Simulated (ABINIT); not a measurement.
## Quasiparticle gap of NaCl (Fm-3m) in ABINIT

Aim: the G0W0 gap of NaCl (Fm-3m) on PBE, step by step.

Main program and level: ABINIT 10.8.3; PBE and many-body steps on it, plane waves.

Report form: the programs' logs are mostly left out.

The database entry behind the starting cell differs from later determinations by our own check (an axis about 0.4 % short against later determinations), so it need not match the best structure at ambient conditions.

## Step 1: The structure

It takes space group Fm-3m (No. 225, cubic). The conventional cell has a = 5.620 Å, b = 5.620 Å, c = 5.620 Å, α = 90.00°, β = 90.00°, γ = 90.00°. Na has 6 Cl at 2.81 Å nearest. Cl has 6 Na at 2.81 Å nearest. Farther neighbours and most contacts between anions are not listed.

The cell and positions come from the Crystallography Open Database and are kept as given unless a step says otherwise.

## Step 2: Ground state

This step: ABINIT 10.8.3; DFT, PBE, plane waves, norm-conserving pseudopotentials.

The ground-state density comes first.

run.abi

```
acell 3*1.0 Angstrom
rprim 
  0.000000000000 2.810000000000 2.810000000000
  2.810000000000 0.000000000000 2.810000000000
  2.810000000000 2.810000000000 0.000000000000
ntypat 2
znucl 11 17
natom 2
typat 1 2
xred 
  0.000000000000 0.000000000000 0.000000000000
  0.500000000000 0.500000000000 0.500000000000
pp_dirpath "pseudos"
pseudos "Na.upf, Cl.upf"
ecut 38
ngkpt 6 6 6
nshiftk 1
shiftk 0 0 0
kptopt 1
chksymbreak 0
nband 13
occopt 1
tolvrs 1e-10
nstep 60
prtwf 0
optforces 0
optstress 0
indata_prefix "in"
outdata_prefix "out"
tmpdata_prefix "tmp"
```

The run is started by

```console
$ OMP_NUM_THREADS=1 mpirun -n 8 abinit run.abi > log
```

It took 3.3 s on 8 MPI ranks of AMD EPYC 9R45, shared host; peak memory 0.73 GiB; 25 s of CPU time.

Numbers from this step:

* total energy: -1693.8034 eV
* gap: 5.150 eV
* k of the valence top: 0, 0, 0
* k of the conduction bottom: 0, 0, 0
* least direct gap: 5.150 eV

The gap is direct, at Γ.

## Step 3: Bands along the symmetry lines

The cheap functional maps the bands first; the places of the edges decide which points the dearer methods must see.

run.abi

```
acell 3*1.0 Angstrom
rprim 
  0.000000000000 2.810000000000 2.810000000000
  2.810000000000 0.000000000000 2.810000000000
  2.810000000000 2.810000000000 0.000000000000
ntypat 2
znucl 11 17
natom 2
typat 1 2
xred 
  0.000000000000 0.000000000000 0.000000000000
  0.500000000000 0.500000000000 0.500000000000
pp_dirpath "pseudos"
pseudos "Na.upf, Cl.upf"
ecut 38
iscf -2
irdden 1
kptopt 0
nkpt 50
kpt 
  0.00000000 0.00000000 0.00000000
  0.06250000 0.00000000 0.06250000
  0.12500000 0.00000000 0.12500000
  0.18750000 0.00000000 0.18750000
  0.25000000 0.00000000 0.25000000
  0.31250000 0.00000000 0.31250000
  0.37500000 0.00000000 0.37500000
  0.43750000 0.00000000 0.43750000
  0.50000000 0.00000000 0.50000000
  0.51562500 0.03125000 0.51562500
  0.53125000 0.06250000 0.53125000
  0.54687500 0.09375000 0.54687500
  0.56250000 0.12500000 0.56250000
  0.57812500 0.15625000 0.57812500
  0.59375000 0.18750000 0.59375000
  0.60937500 0.21875000 0.60937500
  0.62500000 0.25000000 0.62500000
  0.37500000 0.37500000 0.75000000
  0.32812500 0.32812500 0.65625000
  0.28125000 0.28125000 0.56250000
  0.23437500 0.23437500 0.46875000
  0.18750000 0.18750000 0.37500000
  0.14062500 0.14062500 0.28125000
  0.09375000 0.09375000 0.18750000
  0.04687500 0.04687500 0.09375000
  0.00000000 0.00000000 0.00000000
  0.06250000 0.06250000 0.06250000
  0.12500000 0.12500000 0.12500000
  0.18750000 0.18750000 0.18750000
  0.25000000 0.25000000 0.25000000
  0.31250000 0.31250000 0.31250000
  0.37500000 0.37500000 0.37500000
  0.43750000 0.43750000 0.43750000
  0.50000000 0.50000000 0.50000000
  0.50000000 0.46875000 0.53125000
  0.50000000 0.43750000 0.56250000
  0.50000000 0.40625000 0.59375000
  0.50000000 0.37500000 0.62500000
  0.50000000 0.34375000 0.65625000
  0.50000000 0.31250000 0.68750000
  0.50000000 0.28125000 0.71875000
  0.50000000 0.25000000 0.75000000
  0.50000000 0.21875000 0.71875000
  0.50000000 0.18750000 0.68750000
  0.50000000 0.15625000 0.65625000
  0.50000000 0.12500000 0.62500000
  0.50000000 0.09375000 0.59375000
  0.50000000 0.06250000 0.56250000
  0.50000000 0.03125000 0.53125000
  0.50000000 0.00000000 0.50000000
istwfk *1
nband 15
nbdbuf 2
tolwfr 1e-08
nstep 40
prtwf 0
prtvol 0
indata_prefix "in"
outdata_prefix "out"
tmpdata_prefix "tmp"
```

It took 4.7 s on 8 MPI ranks; peak memory 0.59 GiB.

This step gave:

| Quantity | Value |
| --- | --- |
| gap | 5.150 eV |
| k of the valence top | 0, 0, 0 |
| k of the conduction bottom | 0, 0, 0 |
| least direct gap | 5.150 eV |

The gap is 5.150 eV, as in the run before at this level.

The electronic bands at the labelled points (eV, zero at the top of the highest filled band; v1 is the highest filled band, c1 the lowest empty one):

| point | v4 | v3 | v2 | v1 | c1 | c2 | c3 | c4 |
| --- | --- | --- | --- | --- | --- | --- | --- | --- |
| Γ | -12.68 | 0.00 | 0.00 | 0.00 | 5.15 | 11.06 | 11.06 | 11.06 |
| halfway | -12.47 | -1.08 | -0.32 | -0.32 | 7.13 | 9.10 | 10.83 | 12.41 |
| X | -12.29 | -1.69 | -0.61 | -0.61 | 7.55 | 8.05 | 11.40 | 14.88 |
| halfway | -12.28 | -1.62 | -0.77 | -0.58 | 7.79 | 8.33 | 11.15 | 13.72 |
| U | -12.28 | -1.43 | -1.13 | -0.50 | 8.24 | 9.04 | 10.59 | 12.74 |
| jump to K | -12.28 | -1.43 | -1.13 | -0.50 | 8.24 | 9.04 | 10.59 | 12.74 |
| halfway | -12.45 | -1.24 | -0.48 | -0.16 | 7.32 | 9.68 | 10.76 | 11.84 |
| Γ | -12.68 | 0.00 | 0.00 | 0.00 | 5.15 | 11.06 | 11.06 | 11.06 |
| halfway | -12.51 | -1.11 | -0.14 | -0.14 | 6.62 | 10.01 | 11.34 | 11.34 |
| L | -12.34 | -1.95 | -0.27 | -0.27 | 7.28 | 10.72 | 10.92 | 10.92 |
| halfway | -12.30 | -1.67 | -0.77 | -0.42 | 8.34 | 9.55 | 10.28 | 11.69 |
| W | -12.27 | -1.20 | -1.20 | -0.76 | 8.84 | 9.71 | 9.71 | 11.37 |
| halfway | -12.28 | -1.55 | -0.80 | -0.69 | 8.07 | 8.54 | 10.89 | 12.75 |
| X | -12.29 | -1.69 | -0.61 | -0.61 | 7.55 | 8.05 | 11.40 | 14.88 |

## Step 4: Empty states on the mesh, 6×6×6 mesh, 132 bands

The sums over transitions need many empty states on a uniform mesh; this step solves for them.

run.abi

```
acell 3*1.0 Angstrom
rprim 
  0.000000000000 2.810000000000 2.810000000000
  2.810000000000 0.000000000000 2.810000000000
  2.810000000000 2.810000000000 0.000000000000
ntypat 2
znucl 11 17
natom 2
typat 1 2
xred 
  0.000000000000 0.000000000000 0.000000000000
  0.500000000000 0.500000000000 0.500000000000
pp_dirpath "pseudos"
pseudos "Na.upf, Cl.upf"
ecut 38
ngkpt 6 6 6
nshiftk 1
shiftk 0 0 0
kptopt 1
chksymbreak 0
irdden 1
istwfk *1
nband 132
prtvol 0
optdriver 6
gwr_task "HDIAGO"
paral_kgb 0
occopt 1
indata_prefix "in"
outdata_prefix "out"
tmpdata_prefix "tmp"
```

The job ended after 26 s (8 MPI ranks; peak memory 5.3 GiB; 3.5 min of CPU time).

Numbers from this step:

```
gap                                                           : 5.150 eV
k of the valence top                                          : 0, 0, 0
k of the conduction bottom                                    : 0, 0, 0
least direct gap                                              : 5.150 eV
k points computed                                             : 16
lowest point of the top converged band, above the valence top : 103.1395 eV
```

On this mesh the gap is 5.150 eV.

## Step 5: Screening, 6×6×6 mesh, 124 bands, screening to 163.3 eV

The RPA dielectric matrix is built and inverted for each q.

This step: RPA screening on PBE, plane waves, norm-conserving pseudopotentials.

Edit run.abi of step 4 so:

```diff
@@ -20,10 +20,11 @@
 chksymbreak 0
-irdden 1
 istwfk *1
-nband 132
-prtvol 0
-optdriver 6
-gwr_task "HDIAGO"
-paral_kgb 0
 occopt 1
+irdwfk 1
+optdriver 3
+nband 124
+ecuteps 6
+inclvkb 2
+awtr 1
+symchi 1
 indata_prefix "in"
```

It took 34 s on 8 MPI ranks; peak memory 2.3 GiB.

Numbers from this step:

```yaml
eps_infinity_with_local_fields_on_this_mesh_along_the_program_s_q_direction: 2.351
the_same_without_local_fields: 2.765
plasma_frequency: 22.30 eV
plane_waves_in_the_screening_matrix: 181
```

Local fields lower ε∞ by 15 %.

## Step 6: Self-energy, 6×6×6 mesh, 124 bands, screening to 163.3 eV

The self-energy is evaluated for the states that the input lists, and the levels follow from it, in one-shot runs by the linearised quasiparticle equation.

This step: G0W0 on PBE, plane waves, norm-conserving pseudopotentials.

Edit run.abi of step 5 so:

```diff
@@ -23,8 +23,15 @@
 irdwfk 1
-optdriver 3
+optdriver 4
 nband 124
+gwcalctyp 0
+ecutsigx 38
+symsigma 1
+nkptgw 1
+kptgw 
+  0.0000000000 0.0000000000 0.0000000000
+bdgw 
+  6 12
 ecuteps 6
-inclvkb 2
-awtr 1
-symchi 1
+irdscr 1
+ppmodel 1
 indata_prefix "in"
```

Run time: 4.2 s. Hardware: 8 MPI ranks; peak memory 1.7 GiB.

This step gave:

```
G0W0 gap on the points computed              : 8.051 eV
starting gap on the mesh                     : 5.150 eV
k of the valence top                         : 0, 0, 0
k of the conduction bottom                   : 0, 0, 0
Z at the valence top                         : 0.811
Z at the conduction bottom                   : 0.865
least direct G0W0 gap on the computed points : 8.051 eV
```

The gap on the mesh goes from 5.15 eV to 8.05 eV, a correction of +2.90 eV.

Limits: finite bands, cutoff and mesh. v1 is the top filled band, c1 the lowest empty one. The levels before and after the correction (eV, zero at the valence-band top of each column):

|  | conduction bottom | valence top |
| --- | --- | --- |
| Kohn-Sham | 5.15 | 0.00 |
| G0W0 | 8.05 | 0.00 |

|  | level | energy (eV) |
| --- | --- | --- |
| Kohn-Sham | Γ v3-v1 | 0.000 |
| Kohn-Sham | Γ c1 | 5.150 |
| Kohn-Sham | Γ c2-c4 | 11.062 |
| G0W0 | Γ v3-v1 | 0.000 |
| G0W0 | Γ c1 | 8.051 |
| G0W0 | Γ c2-c4 | 14.438 |

## Step 7: Where the time went

Times are wall times on 8 MPI ranks of AMD EPYC 9R45, shared host, good to a factor of about two.

| step | time | share | memory (GiB) |
| --- | --- | --- | --- |
| ground state | 3.3 s | 5 % | 0.73 |
| bands along the symmetry lines | 4.7 s | 6 % | 0.59 |
| empty states on the mesh | 26 s | 36 % | 5.3 |
| screening | 34 s | 47 % | 2.3 |
| self-energy | 4.2 s | 6 % | 1.7 |

## Step 8: Outcome

* PBE gap: 5.15 eV, direct
* G0W0 gap on the mesh: 8.05 eV
* GW settings: 6×6×6 mesh, 124 bands, screening to 163.3 eV, Godby-Needs plasmon pole
* known limits: not at the basis limit

**Reading.** G0W0 moves the gap on the mesh from 5.15 eV to 8.05 eV (+2.90 eV), with Z of 0.81 and 0.86 at the edges. Local fields lower the RPA ε∞ on this mesh from 2.76 to 2.35. Only 1 of the mesh's irreducible points was corrected, so a valley elsewhere could overtake. Bands and cutoff are finite, so the gap is not at the basis limit. The miss can reach some tenths of an eV and take either sign; the mesh is an error of its own. In the G0W0 run levels were corrected at 1 k point alone, so a gap called «on the mesh» is the least over those, and an edge elsewhere would be missed.

[Paths, hosts, dates, memory and timing lines, banners, echoed tables and standing remarks are left out of the program output.]

[Logs are printed without paths, hosts, clocks, repeated set-up lines and the standing remarks that a program may print on its own settings, such as how far it seeks lower states.]

[Runs of the session that timed out or met a known fault of the program may be left out.]

[Hosts, paths, dates, database ids (printed as entryN), source tags and the programs' standing remarks are cut or masked in the printed files.]

[G0W0 gaps are taken among the corrected bands and points alone; a level outside them can change the order at an edge.]

[Where Ansatz stands beside ABINIT at settings called matched, ABINIT's density can come from a denser mesh and the files from another edition; pairs whose starting gaps differed by over 0.03 eV were left out, so agreement reads better than it is.]
